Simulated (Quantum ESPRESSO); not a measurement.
# Commensurate spirals of MnIr

This program has no spiral boundary conditions, so spirals of MnIr are built in supercells. What do they cost, in energy and in time?

Calculated with Quantum ESPRESSO 7.5; LDA; plane waves with GBRV 1.5 LDA potentials, no spin-orbit coupling, flat spiral in a supercell.

Report form: the programs' logs are mostly left out.

## (1) Starting point

The structure is tetragonal, space group P4/mmm (No. 123). The conventional cell has a = 2.726 Å, b = 2.726 Å, c = 3.643 Å, α = 90.00°, β = 90.00°, γ = 90.00°. Nearest to Mn lie 8 Ir at 2.65 Å and 4 Mn at 2.73 Å. Nearest to Ir lie 8 Mn at 2.65 Å and 4 Ir at 2.73 Å. Farther neighbours are not listed.

The cell comes from the Crystallography Open Database.

## (2) Parallel moments, one cell

Contents of pw.in:

```
&CONTROL
  calculation = 'scf'
  prefix = 'pwscf'
  outdir = './tmp'
  pseudo_dir = './pseudo'
  disk_io = 'nowf'
/
&SYSTEM
  ibrav = 0
  nat = 2
  ntyp = 2
  ecutwfc = 34
  ecutrho = 238
  nbnd = 44
  occupations = 'smearing'
  smearing = 'fd'
  degauss = 0.00999582
  noncolin = .true.
  starting_magnetization(1) = 0.2333
  angle1(1) = 90
  angle2(1) = 0
  starting_magnetization(2) = 0
/
&ELECTRONS
  conv_thr = 2d-08
  electron_maxstep = 150
  mixing_beta = 0.3
/
ATOMIC_SPECIES
Mn     54.9380 mn_lda_v1.5.uspp.F.UPF
Ir    192.2170 ir_lda_v1.2.uspp.F.UPF
CELL_PARAMETERS angstrom
   2.7258966415    0.0000000000    0.0000000000
   0.0000000000    2.7258966415    0.0000000000
   0.0000000000    0.0000000000    3.6430000000
ATOMIC_POSITIONS crystal
Mn      0.5000000000    0.5000000000    0.5000000000
Ir      0.0000000000    0.0000000000    0.0000000000
K_POINTS automatic
12 6 6 0 0 0
```

Run with:

```bash
$ OMP_NUM_THREADS=1 mpirun -n 4 pw.x -nk 4 -in pw.in > pw.out
```

Run time: 41 s. Hardware: 4 MPI ranks of Arm Neoverse V2, shared host; peak memory 0.41 GiB.

Spin moment in the atom's sphere by atom:

```tsv
atom	x (μB)	y (μB)	z (μB)	size
Mn1	1.43	0.00	0.00	1.43
Ir2	-0.08	0.00	0.00	0.08
```

Numbers from this step:

| Property | Result |
| --- | --- |
| smearing term TS | 0.1716 eV |
| magnetization | 1.365, 0, 0 μB |
| absolute magnetization | 1.592 μB |
| final state | ferromagnetic |

## (3) One turn in 2 cells along the input cell's a

Neighbouring cells are turned by 180° in the xy plane; the cell holds 4 atoms.

Contents of pw.in:

```
&CONTROL
  calculation = 'scf'
  prefix = 'pwscf'
  outdir = './tmp'
  pseudo_dir = './pseudo'
  disk_io = 'nowf'
/
&SYSTEM
  ibrav = 0
  nat = 4
  ntyp = 4
  ecutwfc = 34
  ecutrho = 238
  nbnd = 78
  occupations = 'smearing'
  smearing = 'fd'
  degauss = 0.00999582
  noncolin = .true.
  starting_magnetization(1) = 0.2333
  angle1(1) = 90
  angle2(1) = 90
  starting_magnetization(2) = 0.2333
  angle1(2) = 90
  angle2(2) = -90
  starting_magnetization(3) = 0
  starting_magnetization(4) = 0
/
&ELECTRONS
  conv_thr = 4d-08
  electron_maxstep = 150
  mixing_beta = 0.3
/
ATOMIC_SPECIES
Mn1    54.9380 mn_lda_v1.5.uspp.F.UPF
Mn2    54.9380 mn_lda_v1.5.uspp.F.UPF
Ir1   192.2170 ir_lda_v1.2.uspp.F.UPF
Ir2   192.2170 ir_lda_v1.2.uspp.F.UPF
CELL_PARAMETERS angstrom
   5.4517932830    0.0000000000    0.0000000000
   0.0000000000    2.7258966415    0.0000000000
   0.0000000000    0.0000000000    3.6430000000
ATOMIC_POSITIONS crystal
Mn1     0.2500000000    0.5000000000    0.5000000000
Mn2     0.7500000000    0.5000000000    0.5000000000
Ir1     0.0000000000    0.0000000000    0.0000000000
Ir2     0.5000000000    0.0000000000    0.0000000000
K_POINTS automatic
6 6 6 0 0 0
```

Run time: 1.9 min. Hardware: 4 MPI ranks; peak memory 0.68 GiB; 7.4 min of CPU time.

Spin moment in the atom's sphere by atom:

```tsv
atom	x (μB)	y (μB)	z (μB)	size
Mn1	0.00	2.25	0.00	2.25
Mn2	0.00	-2.25	0.00	2.25
Ir3	0.00	0.00	0.00	0.00
Ir4	0.00	0.00	0.00	0.00
```

Read from the output:

| Quantity | Value |
| --- | --- |
| smearing term TS | 0.3163 eV |
| magnetization | 0, 0, 0 μB |
| absolute magnetization | 4.814 μB |
| final state | antiferromagnetic |

## (4) One turn in 3 cells along the input cell's a

Neighbouring cells are turned by 120° in the xy plane; the cell holds 6 atoms.

Contents of pw.in:

```
&CONTROL
  calculation = 'scf'
  prefix = 'pwscf'
  outdir = './tmp'
  pseudo_dir = './pseudo'
  disk_io = 'nowf'
/
&SYSTEM
  ibrav = 0
  nat = 6
  ntyp = 6
  ecutwfc = 34
  ecutrho = 238
  nbnd = 114
  occupations = 'smearing'
  smearing = 'fd'
  degauss = 0.00999582
  noncolin = .true.
  starting_magnetization(1) = 0.2333
  angle1(1) = 90
  angle2(1) = 60
  starting_magnetization(2) = 0.2333
  angle1(2) = 90
  angle2(2) = 180
  starting_magnetization(3) = 0.2333
  angle1(3) = 90
  angle2(3) = -60
  starting_magnetization(4) = 0
  starting_magnetization(5) = 0
  starting_magnetization(6) = 0
/
&ELECTRONS
  conv_thr = 6d-08
  electron_maxstep = 150
  mixing_beta = 0.3
/
ATOMIC_SPECIES
Mn1    54.9380 mn_lda_v1.5.uspp.F.UPF
Mn2    54.9380 mn_lda_v1.5.uspp.F.UPF
Mn3    54.9380 mn_lda_v1.5.uspp.F.UPF
Ir1   192.2170 ir_lda_v1.2.uspp.F.UPF
Ir2   192.2170 ir_lda_v1.2.uspp.F.UPF
Ir3   192.2170 ir_lda_v1.2.uspp.F.UPF
CELL_PARAMETERS angstrom
   8.1776899245    0.0000000000    0.0000000000
   0.0000000000    2.7258966415    0.0000000000
   0.0000000000    0.0000000000    3.6430000000
ATOMIC_POSITIONS crystal
Mn1     0.1666666667    0.5000000000    0.5000000000
Mn2     0.5000000000    0.5000000000    0.5000000000
Mn3     0.8333333333    0.5000000000    0.5000000000
Ir1     0.0000000000    0.0000000000    0.0000000000
Ir2     0.3333333333    0.0000000000    0.0000000000
Ir3     0.6666666667    0.0000000000    0.0000000000
K_POINTS automatic
4 6 6 0 0 0
```

It took 5 min on 4 MPI ranks; peak memory 1.1 GiB.

Spin moment in the atom's sphere by atom:

```tsv
atom	x (μB)	y (μB)	z (μB)	size
Mn1	1.13	1.96	0.00	2.26
Mn2	-2.26	0.00	0.00	2.26
Mn3	1.13	-1.96	0.00	2.26
Ir4	-0.02	0.00	0.00	0.02
Ir5	0.01	-0.02	0.00	0.02
Ir6	0.01	0.02	0.00	0.02
```

Read from the output:

* smearing term TS: 0.4894 eV
* magnetization: 0, 0, 0 μB
* absolute magnetization: 7.385 μB
* final state: non-collinear

## (5) One turn in 4 cells along the input cell's a

Neighbouring cells are turned by 90° in the xy plane; the cell holds 8 atoms.

Contents of pw.in:

```
&CONTROL
  calculation = 'scf'
  prefix = 'pwscf'
  outdir = './tmp'
  pseudo_dir = './pseudo'
  disk_io = 'nowf'
/
&SYSTEM
  ibrav = 0
  nat = 8
  ntyp = 7
  ecutwfc = 34
  ecutrho = 238
  nbnd = 148
  occupations = 'smearing'
  smearing = 'fd'
  degauss = 0.00999582
  noncolin = .true.
  starting_magnetization(1) = 0.2333
  angle1(1) = 90
  angle2(1) = 45
  starting_magnetization(2) = 0.2333
  angle1(2) = 90
  angle2(2) = 135
  starting_magnetization(3) = 0.2333
  angle1(3) = 90
  angle2(3) = -135
  starting_magnetization(4) = 0.2333
  angle1(4) = 90
  angle2(4) = -45
  starting_magnetization(5) = 0
  starting_magnetization(6) = 0
  starting_magnetization(7) = 0
/
&ELECTRONS
  conv_thr = 8d-08
  electron_maxstep = 150
  mixing_beta = 0.3
/
ATOMIC_SPECIES
Mn1    54.9380 mn_lda_v1.5.uspp.F.UPF
Mn2    54.9380 mn_lda_v1.5.uspp.F.UPF
Mn3    54.9380 mn_lda_v1.5.uspp.F.UPF
Mn4    54.9380 mn_lda_v1.5.uspp.F.UPF
Ir1   192.2170 ir_lda_v1.2.uspp.F.UPF
Ir2   192.2170 ir_lda_v1.2.uspp.F.UPF
Ir3   192.2170 ir_lda_v1.2.uspp.F.UPF
CELL_PARAMETERS angstrom
  10.9035865660    0.0000000000    0.0000000000
   0.0000000000    2.7258966415    0.0000000000
   0.0000000000    0.0000000000    3.6430000000
ATOMIC_POSITIONS crystal
Mn1     0.1250000000    0.5000000000    0.5000000000
Mn2     0.3750000000    0.5000000000    0.5000000000
Mn3     0.6250000000    0.5000000000    0.5000000000
Mn4     0.8750000000    0.5000000000    0.5000000000
Ir1     0.0000000000    0.0000000000    0.0000000000
Ir1     0.2500000000    0.0000000000    0.0000000000
Ir2     0.5000000000    0.0000000000    0.0000000000
Ir3     0.7500000000    0.0000000000    0.0000000000
K_POINTS automatic
3 6 6 0 0 0
```

It took 12 min on 4 MPI ranks; peak memory 1.4 GiB; 49 min of CPU time.

Read from the output:

* smearing term TS: 0.6789 eV
* magnetization: 0.001, 0, 0 μB
* absolute magnetization: 9.3 μB
* final state: non-collinear
* largest moment: 2.114 μB

## (6) E(q)

Spirals:

```tsv
q along the reciprocal vector	energy less that at q = 0 (meV a seeded atom)	largest site moment (μB)	typed angles kept	CPU time (s)
0	0	1.427	yes	163.8
0.25	-33.44	2.114	yes	2957
0.3333	-51.12	2.261	yes	1190
0.5	-70.75	2.251	yes	444.9
```

The energy less that at q = 0, self-consistent by path:

```tsv
path (Å⁻¹)	energy less that at q = 0, self-consistent (meV a seeded atom)
0.000	0
0.576	-33.4
0.768	-51.1
1.153	-70.8
```

## (7) Results

| Property | Result |
| --- | --- |
| lowest point | q = 0.5 along a*, -70.8 meV a seeded atom |
| highest point | q = 0, 0 meV a seeded atom |

The state at q = 0.5 lies 71 meV a seeded atom under the parallel one, with neighbouring cells opposed. The moment changes by 37 % between the spirals, so it is far from rigid. The cell of 4 repeats took 18 times the CPU time of the single cell, though its mesh is shorter in proportion. Here a and a* are vectors of the cell in the input, which need not be the conventional cell, and only this direction was probed. The mesh is coarse, so differences of some ten meV can be noise in a metal. Energies are free energies at an electronic temperature of 1580 K, which lowers moments and differences where the moments are itinerant. The cutoff lies under the 40 Ry that these files are usually run at.

[Logs and program files are shortened in this print: banners, set-up blocks, solver, clock and traceback lines can be left out without a mark of their own.]

[Logs are printed without paths, hosts, clocks, repeated set-up lines and the standing remarks that a program may print on its own settings, such as how far it seeks lower states.]

[Hosts, paths, dates, database ids (printed as entryN), source tags and the programs' standing remarks are cut or masked in the printed files.]

[Where a cell is said to come from a database of computed structures, the database is the Materials Project.]
